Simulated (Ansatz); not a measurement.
# Fe(100) film, 1 layer, flat: channels in plane against thickness

How does quantum confinement change the conductance of Fe(100) film, 1 layer, flat and thicker films?

Main program and level: Ansatz 0.2.0; Ansatz plane-wave DFT, PBE, PAW files, collinear spin; ballistic transport by layer matching (Landauer), zero bias.

Report form: the programs' logs are mostly left out.

### 1. Starting point

The cell holds 1 atom: 1 Fe. Its edges and angles: a = 11.000 Å, b = 2.866 Å, c = 2.866 Å, α = 90.0°, β = 90.0°, γ = 90.0°. It derives from Fe. Vacuum lies along a. The structure's axis is c.

### 2. With 1 layer

Vacuum lies along the first vector, which takes one k-point, and the current runs in the film's plane. One period is a perfect wire, so its channels are the result. Energies from -0.27 to 0.27 eV in steps of 0.036 eV cover the slope of the Fermi function at 300 K, so the program can form a conductance.

input.yaml reads:

```yaml
crystal:
  lattice:
    - [11.0, 0.0, 0.0]
    - [0.0, 2.8665, 0.0]
    - [0.0, 0.0, 2.8665]
  atoms:
    - { symbol: Fe, position: [0.4090909091, 0.0, 0.0], spin: 3.0 }
magnetization:
  spin_polarized: true
kpoints:
  mp_grid: { grid: [1, 14, 14] }
hamiltonian:
  xc: pbe
scf:
  occupations: { method: fermi_dirac, width: 0.1 }
output:
  transmission:
    leads: [[0, 0]]
    kmesh: [1, 42]
    e_range: [-0.27, 0.27]
    de: 0.036
```

The run is started by

```console
ansatz run input.yaml --threads 4 --pin off --max-ram 8192MiB --backend cpu --events-out ev --progress --plain --runs-dir out
```

Run time: 2.8 min. Hardware: 4 threads of Intel Xeon Platinum 8375C at 2.90GHz (Ice Lake), shared host; peak memory 0.81 GiB.

Numbers from this step:

* free energy: -4477.7856 eV
* energy at zero smearing: -4477.7429 eV
* Fermi energy: -0.8775 eV
* magnetization: 3.279 μB
* absolute magnetization: 3.358 μB
* site moments: 3.236 μB
* cell area: 31.53 Å²
* estimated errors of the lead's conductance: 0, 3.3, 0.6 % (band edges, k-mesh, distance from neutral)
* lead conductance per cell: 1.366 G₀

Per spin. Table of open channels, zone mean by energy, zero at the Fermi level:

```csv
energy (eV),lead up,lead down
-0.270,0.881,1.79
-0.234,0.881,1.83
-0.198,0.881,1.83
-0.162,0.881,2.07
-0.126,0.881,1.69
-0.090,0.881,1.60
-0.054,0.881,1.60
-0.018,0.881,1.74
0.018,0.881,1.93
0.054,0.881,1.93
0.090,0.929,1.83
0.126,0.929,1.83
0.162,0.929,1.69
0.198,0.929,1.86
0.234,0.929,1.81
0.270,0.929,1.86
```

The program's largest error estimate for it is 3.3 %, from the k-mesh.

### 3. With 2 layers, thickness 2.866 A

The film grows to 2 layers.

System of this step: Fe(100) film, 2 layers, flat. The cell holds 2 atoms: 2 Fe. Cell: a = 12.433 Å, b = 2.866 Å, c = 2.866 Å, α = 90.0°, β = 90.0°, γ = 90.0°. It derives from Fe. Vacuum lies along a. The structure's axis is c.

input.yaml, the sections that differ from step 2:

```yaml
crystal:
  lattice:
    - [12.43325, 0.0, 0.0]
    - [0.0, 2.8665, 0.0]
    - [0.0, 0.0, 2.8665]
  atoms:
    - { symbol: Fe, position: [0.3619327207, 0.0, 0.0], spin: 3.0 }
    - { symbol: Fe, position: [0.4772082923, 0.5, 0.5], spin: 3.0 }
# magnetization, kpoints, hamiltonian, scf, output: as in step 2
```

Elapsed: 3.8 min, on 4 threads; peak memory 0.99 GiB.

Numbers from this step:

- free energy: -8958.4503 eV
- energy at zero smearing: -8958.3980 eV
- Fermi energy: 1.315 eV
- magnetization: 6.022 μB
- absolute magnetization: 6.283 μB
- site moments: 2.898, 2.898 μB
- cell area: 35.64 Å²
- estimated errors of the lead's conductance: 0, 2.3, 1.4 % (band edges, k-mesh, distance from neutral)
- lead conductance per cell: 2.044 G₀

Per spin. Table of open channels, zone mean by energy, zero at the Fermi level:

```csv
energy (eV),lead up,lead down
-0.270,1.48,2.60
-0.234,1.52,2.55
-0.198,1.52,2.55
-0.162,1.52,2.55
-0.126,1.52,2.5
-0.090,1.52,2.21
-0.054,1.52,2.17
-0.018,1.57,2.36
0.018,1.62,2.60
0.054,1.62,2.86
0.090,1.62,2.57
0.126,1.62,2.71
0.162,1.62,2.67
0.198,1.67,2.81
0.234,1.67,2.76
0.270,1.67,2.86
```

The lead conductance per cell is 2.04 G₀, 50 % over the 1.37 G₀ of the last finished run.

### 4. With 3 layers, thickness 4.3 A

The film grows to 3 layers.

System of this step: Fe(100) film, 3 layers, flat. The cell holds 3 atoms: 3 Fe. Its edges and angles: a = 13.867 Å, b = 2.866 Å, c = 2.866 Å, α = 90.0°, β = 90.0°, γ = 90.0°. It derives from Fe. Vacuum lies along a. The structure's axis is c.

input.yaml, the sections that differ from step 3:

```yaml
crystal:
  lattice:
    - [13.8665, 0.0, 0.0]
    - [0.0, 2.8665, 0.0]
    - [0.0, 0.0, 2.8665]
  atoms:
    - { symbol: Fe, position: [0.3245231313, 0.0, 0.0], spin: 3.0 }
    - { symbol: Fe, position: [0.4278837486, 0.5, 0.5], spin: 3.0 }
    - { symbol: Fe, position: [0.5312443659, 0.0, 0.0], spin: 3.0 }
# magnetization, kpoints, hamiltonian, scf, output: as in step 3
```

Elapsed: 7.4 min, on 4 threads; peak memory 1.2 GiB; 26 min of CPU time.

Numbers from this step:

```
free energy                                : -13438.9058 eV
energy at zero smearing                    : -13438.8437 eV
Fermi energy                               : 3.184 eV
magnetization                              : 8.497 μB
absolute magnetization                     : 8.808 μB
site moments                               : 2.954, 2.395, 2.954 μB
cell area                                  : 39.75 Å²
estimated errors of the lead's conductance : 0, 5, 1.4 % (band edges, k-mesh, distance from neutral)
lead conductance per cell                  : 2.151 G₀
```

Per spin. Table of open channels, zone mean by energy, zero at the Fermi level:

```csv
energy (eV),lead up,lead down
-0.270,1.81,2.14
-0.234,1.81,2.33
-0.198,1.76,2.52
-0.162,1.76,2.10
-0.126,1.81,2.19
-0.090,1.76,2
-0.054,1.76,2.24
-0.018,1.71,2.43
0.018,1.71,2.71
0.054,1.71,2.86
0.090,1.76,2.71
0.126,1.79,2.52
0.162,1.98,2.33
0.198,2.07,2.21
0.234,2.07,1.90
0.270,2.17,1.95
```

The lead conductance per cell is 2.15 G₀, 5.2 % over the 2.04 G₀ of the last finished run, no more than the error estimates, leads' steps apart, of 2.3 and 5 % together.

### 5. With 4 layers, thickness 5.733 A

The film grows to 4 layers.

System of this step: Fe(100) film, 4 layers, flat. The cell holds 4 atoms: 4 Fe. Its edges and angles: a = 15.300 Å, b = 2.866 Å, c = 2.866 Å, α = 90.0°, β = 90.0°, γ = 90.0°. It derives from Fe. Vacuum lies along a. The structure's axis is c.

input.yaml, the sections that differ from step 4:

```yaml
crystal:
  lattice:
    - [15.29975, 0.0, 0.0]
    - [0.0, 2.8665, 0.0]
    - [0.0, 0.0, 2.8665]
  atoms:
    - { symbol: Fe, position: [0.294122453, 0.0, 0.0], spin: 3.0 }
    - { symbol: Fe, position: [0.3878004543, 0.5, 0.5], spin: 3.0 }
    - { symbol: Fe, position: [0.4814784555, 0.0, 0.0], spin: 3.0 }
    - { symbol: Fe, position: [0.5751564568, 0.5, 0.5], spin: 3.0 }
# magnetization, kpoints, hamiltonian, scf, output: as in step 4
```

Run time: 13 min. Hardware: 4 threads; peak memory 1.5 GiB.

Numbers from this step:

| Property | Result |
| --- | --- |
| free energy | -17919.3601 eV |
| energy at zero smearing | -17919.2722 eV |
| Fermi energy | 4.474 eV |
| magnetization | 11.05 μB |
| absolute magnetization | 11.52 μB |
| site moments | 2.966, 2.479, 2.479, 2.966 μB |
| cell area | 43.86 Å² |
| estimated errors of the lead's conductance | 0, 2.5, 1.5 % (band edges, k-mesh, distance from neutral) |
| lead conductance per cell | 2.557 G₀ |

Per spin. Open channels, zone mean against energy, zero at the Fermi level:

```csv
energy (eV),lead up,lead down
-0.270,2.64,2
-0.234,2.40,1.76
-0.198,2.40,1.38
-0.162,2.40,1.14
-0.126,2.45,1
-0.090,2.5,0.905
-0.054,2.5,1.95
-0.018,2.55,2.76
0.018,2.5,3.05
0.054,2.55,2.81
0.090,2.55,2.52
0.126,2.45,3.24
0.162,2.45,3.43
0.198,2.5,3.81
0.234,2.55,3.79
0.270,2.55,3.02
```

The lead conductance per cell is 2.56 G₀, 19 % over the 2.15 G₀ of the last finished run.

### 6. With 5 layers, thickness 7.166 A

The film grows to 5 layers.

System of this step: Fe(100) film, 5 layers, flat. The cell holds 5 atoms: 5 Fe. Its edges and angles: a = 16.733 Å, b = 2.866 Å, c = 2.866 Å, α = 90.0°, β = 90.0°, γ = 90.0°. It derives from Fe. Vacuum lies along a. The structure's axis is c.

input.yaml, the sections that differ from step 5:

```yaml
crystal:
  lattice:
    - [16.733, 0.0, 0.0]
    - [0.0, 2.8665, 0.0]
    - [0.0, 0.0, 2.8665]
  atoms:
    - { symbol: Fe, position: [0.26892966, 0.0, 0.0], spin: 3.0 }
    - { symbol: Fe, position: [0.3545837566, 0.5, 0.5], spin: 3.0 }
    - { symbol: Fe, position: [0.4402378533, 0.0, 0.0], spin: 3.0 }
    - { symbol: Fe, position: [0.52589195, 0.5, 0.5], spin: 3.0 }
    - { symbol: Fe, position: [0.6115460467, 0.0, 0.0], spin: 3.0 }
# magnetization, kpoints, hamiltonian, scf, output: as in step 5
```

Wall time 19 min (4 threads); peak memory 1.7 GiB.

Numbers from this step:

- free energy: -22399.8934 eV
- energy at zero smearing: -22399.8023 eV
- Fermi energy: 5.660 eV
- magnetization: 13.32 μB
- absolute magnetization: 13.90 μB
- site moments: 2.967, 2.389, 2.494, 2.389, 2.967 μB
- cell area: 47.97 Å²
- estimated errors of the lead's conductance: 0, 4.3, 0 % (band edges, k-mesh, distance from neutral)
- lead conductance per cell: 2.739 G₀

Per spin. Table of open channels, zone mean by energy, zero at the Fermi level:

```csv
energy (eV),lead up,lead down
-0.270,3.02,3.12
-0.234,2.98,2.79
-0.198,3.12,1.93
-0.162,3.02,1.88
-0.126,2.98,1.69
-0.090,2.93,1.64
-0.054,2.83,1.98
-0.018,2.74,3.05
0.018,2.69,2.86
0.054,2.69,3
0.090,2.69,3.19
0.126,2.64,2.76
0.162,2.90,2.62
0.198,2.90,2.10
0.234,3,1.86
0.270,3.05,2.26
```

The lead conductance per cell is 2.74 G₀, 7.1 % over the 2.56 G₀ of the last finished run.

### 7. The ladder

Times are for 4 threads of Intel Xeon Platinum 8375C at 2.90GHz (Ice Lake), shared host. The runs compared:

```csv
no.,layers,lead conductance per cell (G₀),time,memory (GiB)
1,1,1.366,2.8 min,0.81
2,2,2.044,3.8 min,0.99
3,3,2.151,7.4 min,1.2
4,4,2.557,13 min,1.5
5,5,2.739,19 min,1.7
```

The runs together, line channels_crystal_0_up. Channels_crystal_0_up against energy, zero at the Fermi level:

```csv
energy (eV),1,2,3,4,5
-0.270,0.881,1.48,1.81,2.64,3.02
-0.234,0.881,1.52,1.81,2.40,2.98
-0.198,0.881,1.52,1.76,2.40,3.12
-0.162,0.881,1.52,1.76,2.40,3.02
-0.126,0.881,1.52,1.81,2.45,2.98
-0.090,0.881,1.52,1.76,2.5,2.93
-0.054,0.881,1.52,1.76,2.5,2.83
-0.018,0.881,1.57,1.71,2.55,2.74
0.018,0.881,1.62,1.71,2.5,2.69
0.054,0.881,1.62,1.71,2.55,2.69
0.090,0.929,1.62,1.76,2.55,2.69
0.126,0.929,1.62,1.79,2.45,2.64
0.162,0.929,1.62,1.98,2.45,2.90
0.198,0.929,1.67,2.07,2.5,2.90
0.234,0.929,1.67,2.07,2.55,3
0.270,0.929,1.67,2.17,2.55,3.05
```

### 8. Results

- conductance per cell, 1 layer: 1.37 G₀
- conductance per cell, 2 layers: 2.04 G₀
- conductance per cell, 3 layers: 2.15 G₀
- conductance per cell, 4 layers: 2.56 G₀
- conductance per cell, 5 layers: 2.74 G₀

**Reading.** The conductance per cell width goes from 1.37 G0 at 1 to 2.74 G0 at 5 layers. Over the film's own cross-section (layers × spacing × width) the conductance runs from 2.6 to 1.0×10¹⁵ S/m²; that nominal section leaves out the charge that spills into the vacuum, which flatters the thinnest films. The gains from one thickness to the next are 0.68, 0.11, 0.41 and 0.18 G0 per added layer; they differ by more than the error estimates allow, as expected where subbands cross the Fermi level in steps. The film repeats perfectly along the current, so nothing scatters; its faces are clean and not relaxed. One magnetic start was tried, and the two spins conduct in parallel without mixing.

[Logs are printed without paths, hosts, clocks, repeated set-up lines and the standing remarks that a program may print on its own settings, such as how far it seeks lower states.]

[Hosts, paths, dates, database ids (printed as entryN), source tags and the programs' standing remarks are cut or masked in the printed files.]
